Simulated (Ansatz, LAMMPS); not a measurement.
# Charge trapping in a frame of aqueous Rb+ and F-, 4.5 mol of salt per kg of water from 330 K (117 atoms), part 3 of 4

Aim: add and remove one electron in a frame of aqueous Rb+ and F-, 4.5 mol of salt per kg of water from 330 K (117 atoms), with atoms held and relaxed, and read trapping energy and localisation.

Ansatz 0.2.0; Kohn-Sham DFT, PBE+D4, PAW (set soft_2), plane waves.

The cell: 37 O, 74 H, 3 Rb and 3 F. The network of contacts between molecules at the start is that of the classical potential that made the cell. Only the Γ point is sampled, in a cell whose shortest periodic width is 11 Å. The liquid is relaxed first.

So far. Step 3 (Relaxation): The relaxation converged after 19 steps, 6.30 eV below its start, with a largest force component of 0.054 eV/Å. Step 5 (An extra electron, atoms held): An extra electron, atoms held: the energy stands 2.99 eV above that of the reference. An odd electron should give 1 μB; this run ended with the carrier shared between both spins.

## (6) An extra electron, atoms relaxed

The atoms now respond to the charge; the energy gained comes from screening by the atoms, from trapping if the charge localises, and from any strain left in the reference.

The input, input.yaml:

```yaml
crystal:
  lattice:
    - [10.56729, 0.0, 0.0]
    - [0.0, 10.56729, 0.0]
    - [0.0, 0.0, 10.56729]
  atoms:
    [... the 117 atom lines of step 4 ...]
total_charge: -1
kpoints:
  mp_grid: { grid: [1, 1, 1] }
hamiltonian:
  xc: pbe
  dispersion: d4
scf:
  occupations: { method: fermi_dirac, width: 0.01 }
  lower_state_search: "off"
output:
  forces: true
magnetization:
  spin_polarized: true
  initial_magnetization: 1
relax:
  f_tol: 0.05
  max_steps: 90
```

On the command line:

```sh
> ansatz run input.yaml --threads 4 --pin off --max-ram 8192MiB --backend cpu --events-out ev --progress --plain --runs-dir out
```

Numbers of over 12 decimals in the logs are rounded to 6 here.

The program printed:

```text
[...]
Crystal: 117 atoms, lattice volume = 1180.024 Å³
Basis set: ecut = 420 eV, 22983 PW (Γ), exchange–correlation on 144×144×144 points (8 copies of the dense FFT grid, shifted against one another)
Bands: 290, of which v1, the nominal top of the filled ones, is band 173 counted from 1 (172 counted from 0)
Symmetry: 1 space group operations
[...]
k-points: 1
[... 9 lines on functional and potentials left out ...]
Starting moments: Σ|m| = 1 μB on 117 of 117 sites
[...]
SCF iter   1: F=—  HF=-34470.945652 eV  |F-HF|=—  |Δ(HF+E_count)|=         —  Δρ=5.44e-2 (↑5.39e-2 ↓5.44e-2)  dr2=1.46e2  dr2_m=1.15e-2  M=1.000 μB ∫|m|=1.012 μB  β_m=1.00  ethr=3.10e-3  ⟨swp⟩=6.0  Hψ=2744  notcnv=0  defer=150
[...]
SCF iter   2: F=—  HF=-34437.999054 eV  |F-HF|=—  |Δ(HF+E_count)|=         —  Δρ=2.56e-2 (↑2.55e-2 ↓2.56e-2)  dr2=3.40e1  dr2_m=1.02e-3  M=0.988 μB ∫|m|=1.010 μB  β_m=0.30  ethr=3.10e-3  ⟨swp⟩=3.0  Hψ=1036  notcnv=0  defer=220
[...]
SCF iter   9: F=—  HF=-34427.004978 eV  |F-HF|=—  |Δ(HF+E_count)|=   2.58e-3  Δρ=1.62e-4 (↑1.56e-4 ↓1.62e-4)  dr2=9.18e-5  dr2_m=2.46e-4  M=-0.045 μB ∫|m|=0.050 μB  β_m=0.30  ethr=4.70e-7  ⟨swp⟩=3.0  Hψ=718  notcnv=0  defer=222
[...]
SCF iter  13: F=-34427.005310 eV  HF=-34427.005309 eV  |F-HF|=4.18e-7  |Δ(HF+E_count)|=   4.31e-6  Δρ=3.99e-6 (↑3.33e-6 ↓3.99e-6)  dr2=2.45e-7  dr2_m=9.94e-8  M=0.001 μB ∫|m|=0.001 μB  ethr=5.13e-10  ⟨swp⟩=1.0  Hψ=1384  notcnv=0
[...]
SCF 1 converged in 13 iterations: F = -34427.005310 eV  dr2 = 2.45e-7
[...]
relax step   1: F+E_penalty+E_count = -34427.00530987 eV  Δ(F+E_penalty+E_count) = +0.000e0 eV  max|allowed force component| = 1.140e-1 eV/Å  Δτ_max = 0.0000 Å  (13 SCF iters, dr2 threshold 6.25e-5 eV, accepted)
[...]
Starting moments: Σ|m| = 1 μB on 117 of 117 sites; this step starts from the density that it was given
[...]
SCF iter   1: F=—  HF=-34427.015956 eV  |F-HF|=—  |Δ(HF+E_count)|=         —  Δρ=1.12e-3 (↑1.11e-3 ↓1.12e-3)  dr2=2.72e-2  dr2_m=1.66e-6  M=0.001 μB ∫|m|=0.002 μB  β_m=0.30  ethr=7.78e-6  ⟨swp⟩=3.0  Hψ=1827  notcnv=0  defer=222
[...]
SCF iter   6: F=—  HF=-34427.012423 eV  |F-HF|=—  |Δ(HF+E_count)|=   1.35e-3  Δρ=5.64e-6 (↑5.64e-6 ↓5.62e-6)  dr2=7.74e-7  dr2_m=9.26e-10  M=0.000 μB ∫|m|=0.000 μB  β_m=0.49  ethr=1.38e-9  ⟨swp⟩=3.0  Hψ=722  notcnv=0  defer=222
SCF iter   7: F=-34427.012423 eV  HF=-34427.012423 eV  |F-HF|=8.59e-9  |Δ(HF+E_count)|=   8.01e-8  Δρ=1.98e-6 (↑1.98e-6 ↓1.94e-6)  dr2=7.77e-8  dr2_m=2.64e-10  M=0.000 μB ∫|m|=0.000 μB  ethr=2.90e-11  ⟨swp⟩=3.0  Hψ=1768  notcnv=0
the starting moments were not kept: the SCF closed with an absolute magnetisation of 3.9e-5 μB, where they sum to 1 μB in size (117 sites). That is at most 0.1 of that sum. Measured as dr2_m measures the in/out step, that magnetisation stands 2.4e-11 eV from none, at or under the dr2_threshold of 1.0e-7 eV: it is no larger than a step whose dr2_m would equal this threshold.
[...]
SCF 2 converged in 7 iterations: F = -34427.012423 eV  dr2 = 7.77e-8
relax step   2: F+E_penalty+E_count = -34427.01242310 eV  Δ(F+E_penalty+E_count) = -7.113e-3 eV  max|allowed force component| = 4.148e-2 eV/Å  Δτ_max = 0.0354 Å  (7 SCF iters, accepted)
SCF converged after 7 iterations
Magnetization: 0.0000 μB (172.5000 up, 172.5000 down)
Absolute magnetization: 0.0000 μB (∫|ρ↑−ρ↓|, with the PAW one-centre terms)
[...]
Per-site moments (μB) at R_I (Å): [(-4.2086655425291756e-7, 0.407883), (1.2129368010105239e-7, 0.411707), (1.1913173024763033e-7, 0.407883), (1.9305198706440635e-7, 0.406962), (-5.2321361168096125e-8, 0.406962), [...]
Free energy (F): -34427.012423 eV
[...]
Internal energy: -34426.998560 eV  (E = F + TS)
E sigma→0 (E₀):  -34427.005492 eV
Entropy (-TS):   -0.013863 eV (-0.118 meV/atom)
Fermi energy:    3.028253 eV
[...]
Σ components = -34427.012423   (vs F -34427.012423, Δ=0.00e0)
--- Forces (eV/Å), atoms counted from 1 ---
  atom   1  O     -0.00131627     0.01247308     0.01745408
  atom   2  H      0.00160108    -0.00101979    -0.00979479
  atom   3  H     -0.00223386    -0.01279204    -0.01625276
  atom   4  O     -0.02111971     0.00669358    -0.01364050
[...]
atom 117  F     -0.00139677     0.01409561    -0.00579685
  max |Σ_I F_I| component: 9.97e-5 eV/Å
--- Relaxed structure (2 steps of the walk, 2 accepted, 0 SCFs on fresh bases) ---
  F+E_penalty+E_count = -34427.01242310 eV   max|allowed force component| = 4.148e-2 eV/Å
  atoms:
    - { symbol: O, position: [0.188254, 0.865935, 0.241101] }
    - { symbol: H, position: [0.262114, 0.836902, 0.292311] }
    - { symbol: H, position: [0.162397, 0.795846, 0.184757] }
    - { symbol: O, position: [0.898695, 0.585970, 0.758443] }
[...]
- { symbol: F, position: [0.505122, 0.593936, 0.881602] }
```

Elapsed: 73 s, on 4 threads of Intel Xeon Platinum 8259CL at 2.50GHz (Skylake/Cascade Lake), shared host; peak memory 2 GiB; 4.6 min of CPU time.

The relaxation converged after 2 steps, 0.00711 eV below its start, with a largest force component of 0.041 eV/Å.

An extra electron, atoms relaxed: the energy stands 2.98 eV above that of the reference. An odd electron should give 1 μB; this run ended with the carrier shared between both spins.

## (7) An extra electron, levels at the relaxed geometry

A single point at the new geometry gives levels and spin density.

The input, input.yaml:

```yaml
crystal:
  lattice:
    - [10.56729, 0.0, 0.0]
    - [0.0, 10.56729, 0.0]
    - [0.0, 0.0, 10.56729]
  atoms:
    - { symbol: O, position: [0.18825, 0.86594, 0.2411] }
    - { symbol: H, position: [0.26211, 0.8369, 0.29231] }
    - { symbol: H, position: [0.1624, 0.79585, 0.18476] }
    - { symbol: O, position: [0.8987, 0.58597, 0.75844] }
    - { symbol: H, position: [0.97502, 0.57204, 0.81037] }
    - { symbol: H, position: [0.86344, 0.49935, 0.74271] }
    [... 105 atom lines left out ...]
    - { symbol: Rb, position: [0.01168, 0.28324, 0.23409] }
    - { symbol: Rb, position: [0.20816, 0.57236, 0.48365] }
    - { symbol: Rb, position: [0.42682, 0.87942, 0.99289] }
    - { symbol: F, position: [0.11256, 0.52019, 0.89038] }
    - { symbol: F, position: [0.41101, 0.21783, 0.42063] }
    - { symbol: F, position: [0.50512, 0.59394, 0.8816] }
total_charge: -1
kpoints:
  mp_grid: { grid: [1, 1, 1] }
hamiltonian:
  xc: pbe
  dispersion: d4
scf:
  occupations: { method: fermi_dirac, width: 0.01 }
  lower_state_search: "off"
output:
  forces: true
  stress: true
  populations: true
  dos:
    method: { smearing: { sigma: 0.1 } }
    de: 0.1
    projected: { site_lists: { F: [F], H: [H], O: [O], Rb: [Rb] } }
  eigenvalues: true
  write_density: true
  write_potential: true
  volumetric_format: npy
magnetization:
  spin_polarized: true
  initial_magnetization: 1
```

The program printed:

```text
[...]
Crystal: 117 atoms, lattice volume = 1180.024 Å³
Basis set: ecut = 420 eV, 22983 PW (Γ), exchange–correlation on 144×144×144 points (8 copies of the dense FFT grid, shifted against one another)
Bands: 290, of which v1, the nominal top of the filled ones, is band 173 counted from 1 (172 counted from 0)
Symmetry: 1 space group operations
[...]
k-points: 1
[... 9 lines on functional and potentials left out ...]
Starting moments: Σ|m| = 1 μB on 117 of 117 sites
[...]
SCF iter   1: F=—  HF=-34470.888994 eV  |F-HF|=—  |Δ(HF+E_count)|=         —  Δρ=5.43e-2 (↑5.38e-2 ↓5.43e-2)  dr2=1.46e2  dr2_m=1.11e-2  M=1.000 μB ∫|m|=1.012 μB  β_m=1.00  ethr=3.10e-3  ⟨swp⟩=6.0  Hψ=2744  notcnv=0  defer=151
[...]
SCF iter   2: F=—  HF=-34438.000097 eV  |F-HF|=—  |Δ(HF+E_count)|=         —  Δρ=2.56e-2 (↑2.55e-2 ↓2.56e-2)  dr2=3.40e1  dr2_m=1.03e-3  M=0.985 μB ∫|m|=1.008 μB  β_m=0.30  ethr=3.10e-3  ⟨swp⟩=3.0  Hψ=1036  notcnv=0  defer=220
[...]
SCF iter   9: F=—  HF=-34427.010688 eV  |F-HF|=—  |Δ(HF+E_count)|=   2.29e-3  Δρ=1.61e-4 (↑1.59e-4 ↓1.61e-4)  dr2=8.80e-5  dr2_m=2.49e-4  M=-0.045 μB ∫|m|=0.050 μB  β_m=0.30  ethr=4.05e-7  ⟨swp⟩=3.0  Hψ=718  notcnv=0  defer=222
[...]
SCF iter  11: F=—  HF=-34427.012392 eV  |F-HF|=—  |Δ(HF+E_count)|=   2.64e-4  Δρ=2.23e-5 (↑2.07e-5 ↓2.23e-5)  dr2=7.66e-6  dr2_m=3.19e-6  M=0.002 μB ∫|m|=0.006 μB  β_m=0.58  ethr=1.16e-8  ⟨swp⟩=3.0  Hψ=785  notcnv=0  defer=222
[...]
SCF iter  15: F=-34427.012420 eV  HF=-34427.012420 eV  |F-HF|=2.68e-9  |Δ(HF+E_count)|=   3.51e-8  Δρ=4.28e-7 (↑4.16e-7 ↓4.28e-7)  dr2=6.38e-9  dr2_m=4.45e-10  M=-0.000 μB ∫|m|=0.000 μB  β_m=0.71  ethr=9.34e-12  ⟨swp⟩=7.0  Hψ=2945  notcnv=0
SCF iter  16: F=-34427.012420 eV  HF=-34427.012420 eV  |F-HF|=8.51e-10  |Δ(HF+E_count)|=   5.27e-9  Δρ=1.18e-7 (↑1.18e-7 ↓1.13e-7)  dr2=5.69e-10  dr2_m=6.86e-11  M=-0.000 μB ∫|m|=0.000 μB  ethr=1.85e-12  ⟨swp⟩=7.0  Hψ=3264  notcnv=0
[...]
SCF 1 converged in 16 iterations: F = -34427.012420 eV  dr2 = 5.69e-10
[...]
SCF converged after 16 iterations
Magnetization: -0.0000 μB (172.5000 up, 172.5000 down)
Absolute magnetization: 0.0000 μB (∫|ρ↑−ρ↓|, with the PAW one-centre terms)
[...]
Per-site moments (μB) at R_I (Å): [(1.8553266505195565e-7, 0.407865), (-3.124619512730917e-8, 0.411715), (-1.7234639712399445e-8, 0.407865), (-3.029762681687357e-8, 0.406943), (-7.553320169281325e-9, 0.406943), [...]
Free energy (F): -34427.012420 eV
[...]
Internal energy: -34426.998557 eV  (E = F + TS)
E sigma→0 (E₀):  -34427.005489 eV
Entropy (-TS):   -0.013863 eV (-0.118 meV/atom)
Fermi energy:    3.028254 eV
[...]
Σ components = -34427.012420   (vs F -34427.012420, Δ=0.00e0)
--- Forces (eV/Å), atoms counted from 1 ---
  atom   1  O      0.00008608     0.01271942     0.01879123
  atom   2  H      0.00132159    -0.00025696    -0.00989898
  atom   3  H     -0.00313199    -0.01382134    -0.01752846
  atom   4  O     -0.02230923     0.00798772    -0.01423856
[...]
atom 117  F     -0.00133452     0.01398267    -0.00594338
  max |Σ_I F_I| component: 3.85e-6 eV/Å
--- Stress (GPa, compression-positive) ---
       -0.246911       0.139582       0.168064
        0.139582       0.179375      -0.098038
        0.168064      -0.098038       0.300314
  P = ⅓ Tr σ = 0.0776 GPa (0.776 kbar)
--- Band table (eV) ---
[...]
--- Löwdin populations: 117 sites ---
  site symbol       q [e]    m [muB]
     0      O      6.6973     0.0000
     1      H      0.6159    -0.0000
     2      H      0.6153    -0.0000
[...]
116      F      7.5833    -0.0000
  spilling = 0.009732 (of n_electrons = 345.000000)
```

The job ended after 36 s (4 threads; peak memory 2.1 GiB; 2.3 min of CPU time).

An extra electron, levels at the relaxed geometry: the energy stands 2.98 eV above that of the reference. An odd electron should give 1 μB; this run ended with the carrier shared between both spins.

The levels nearest the highest filled one (over half full), pooled over k-points and spins:

```
level less the highest filled one (eV)  occupation
                                 -5.05           1
                                 -5.05           1
                                     0         0.5
                                     0         0.5
                                  1.56           0
                                  1.56           0
                                  1.73           0
                                  1.73           0
```

## (8) Neutral at the geometry of the electron

The neutral cell at the new geometry gives the energy of that geometry without the charge.

The input, input.yaml:

```yaml
crystal:
  lattice:
    - [10.56729, 0.0, 0.0]
    - [0.0, 10.56729, 0.0]
    - [0.0, 0.0, 10.56729]
  atoms:
    [... the 117 atom lines of step 7 ...]
kpoints:
  mp_grid: { grid: [1, 1, 1] }
hamiltonian:
  xc: pbe
  dispersion: d4
scf:
  occupations: { method: gaussian, width: 0.025 }
output:
  forces: true
  stress: true
  populations: true
  dos:
    method: { smearing: { sigma: 0.1 } }
    de: 0.1
    projected: { site_lists: { F: [F], H: [H], O: [O], Rb: [Rb] } }
  eigenvalues: true
```

The program printed:

```text
[...]
Crystal: 117 atoms, lattice volume = 1180.024 Å³
Basis set: ecut = 420 eV, 22983 PW (Γ), exchange–correlation on 144×144×144 points (8 copies of the dense FFT grid, shifted against one another)
Bands: 289, of which v1, the nominal top of the filled ones, is band 172 counted from 1 (171 counted from 0)
Symmetry: 1 space group operations
[...]
k-points: 1
[...]
SCF iter   1: F=—  HF=-34430.080309 eV  |F-HF|=—  |Δ(HF+E_count)|=         —  Δρ=2.62e-3  dr2=9.36e-2  ethr=1.77e-3  ⟨swp⟩=6.0  Hψ=1358  notcnv=0  defer=57
[...]
SCF iter   9: F=-34429.990416 eV  HF=-34429.990416 eV  |F-HF|=1.21e-8  |Δ(HF+E_count)|=   6.75e-8  Δρ=1.19e-6  dr2=1.59e-8  ethr=2.91e-11  ⟨swp⟩=13.0  Hψ=1969  notcnv=0
[...]
SCF 1 converged in 9 iterations: F = -34429.990416 eV  dr2 = 1.59e-8
[...]
SCF converged after 9 iterations
Free energy (F): -34429.990416 eV
[...]
Internal energy: -34429.990416 eV  (E = F + TS)
E sigma→0 (E₀):  -34429.990416 eV
Fermi energy:    0.547208 eV
[...]
--- Forces (eV/Å), atoms counted from 1 ---
  atom   1  O      0.00133249    -0.01535750    -0.01480825
  atom   2  H     -0.01748448     0.00611682    -0.01117969
  atom   3  H      0.01130110     0.01697319     0.02031119
  atom   4  O      0.03893906    -0.01952918     0.03221585
  atom   5  H     -0.04305040    -0.01191363    -0.01474370
  atom   6  H     -0.00526396     0.02205844     0.00316913
  atom   7  O      0.04589295    -0.02248396     0.05006519
  atom   8  H      0.00754424     0.00150046    -0.03729710
  atom   9  H     -0.02858462     0.01158762     0.00281168
  atom  10  O     -0.02615482     0.00800393     0.03960996
  atom  11  H      0.01836838    -0.02449705    -0.02445365
  atom  12  H      0.00983529     0.01821978    -0.01648819
  atom  13  O      0.00832487     0.02823873    -0.02560946
  atom  14  H     -0.02057159    -0.02016743     0.03207964
[...]
atom 116  F     -0.01398283    -0.00426587     0.01108613
  atom 117  F     -0.00425015     0.01701904    -0.00816358
  max |Σ_I F_I| component: 2.93e-5 eV/Å
--- Stress (GPa, compression-positive) ---
       -0.459474       0.161371       0.181066
        0.161371      -0.014819      -0.102382
        0.181066      -0.102382       0.115643
  P = ⅓ Tr σ = -0.1196 GPa (-1.196 kbar)
--- Band table (eV) ---
[...]
--- Löwdin populations: 117 sites ---
  site symbol       q [e]
     0      O      6.6924
     1      H      0.6122
     2      H      0.6112
[...]
116      F      7.5814
  spilling = 0.009612 (of n_electrons = 344.000000)
```

The job ended after 14 s (4 threads; peak memory 1.3 GiB; 52 s of CPU time).

Neutral at the geometry of the electron: the energy stands 0.00481 eV above that of the reference.

(Part 3 of 4 ends here.)

[Logs are printed without paths, hosts, clocks, repeated set-up lines and the standing remarks that a program may print on its own settings, such as how far it seeks lower states.]

[Hosts, paths, dates, database ids (printed as entryN), source tags and the programs' standing remarks are cut or masked in the printed files.]
